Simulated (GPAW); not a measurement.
Entries from a set of simulations; values are calculated unless marked as measured.

## Quasiparticle gap of RbH (honeycomb monolayer) in GPAW

The cell holds 2 atoms: 1 Rb and 1 H. Its edges and angles: a = 4.612 Å, b = 4.612 Å, c = 11.400 Å, α = 90.0°, β = 90.0°, γ = 120.0°. Vacuum lies along c.

```xyz
2
Lattice="4.6120 0.0000 0.0000 -2.3060 3.9941 0.0000 0.0000 0.0000 11.4000" Properties=species:S:1:pos:R:3
Rb    0.0000    2.6628    5.7013
H     2.3060    1.3314    5.6987
```

```yaml
method: DFT, LDA, plane waves, PAW (and 1 further level or step)
program: GPAW 26.7.0
settings_of_one_run: cutoff 700 eV, GPAW PAW setups 1.2.1 data release, 9×9×1 k-mesh
cost: 4 runs, 11 min in all on 4 MPI ranks of Arm Neoverse V2, shared host (the runs of this entry)
notes: Values taken over the cell’s volume include its vacuum. The start is a generated structure, not a measured one. Limits: no spin-orbit coupling. Bands and cutoff are finite, so the gap is not at the basis limit. The miss can reach some tenths of an eV and take either sign; the mesh is an error of its own.
lda_gap: 2.89 eV, indirect
g0w0_gap_on_the_mesh: 5.47 eV
gw_settings: 9×9×1 mesh, 158 bands, screening to 48 eV, full frequency, Hilbert transform
known_limits: not at the basis limit; no spin-orbit coupling
```

G0W0 moves the gap on the mesh from 2.89 eV to 5.47 eV (+2.58 eV), with Z of 0.76 and 0.91 at the edges. Only 3 of the mesh's irreducible points were corrected, so a valley elsewhere could overtake.

[Paths, hosts, dates, memory and timing lines, banners, echoed tables and standing remarks are left out of the program output.]

[Logs are printed without paths, hosts, clocks, repeated set-up lines and the standing remarks that a program may print on its own settings, such as how far it seeks lower states.]

[Runs of the session that timed out or met a known fault of the program may be left out.]

[Hosts, paths, dates, database ids (printed as entryN), source tags and the programs' standing remarks are cut or masked in the printed files.]
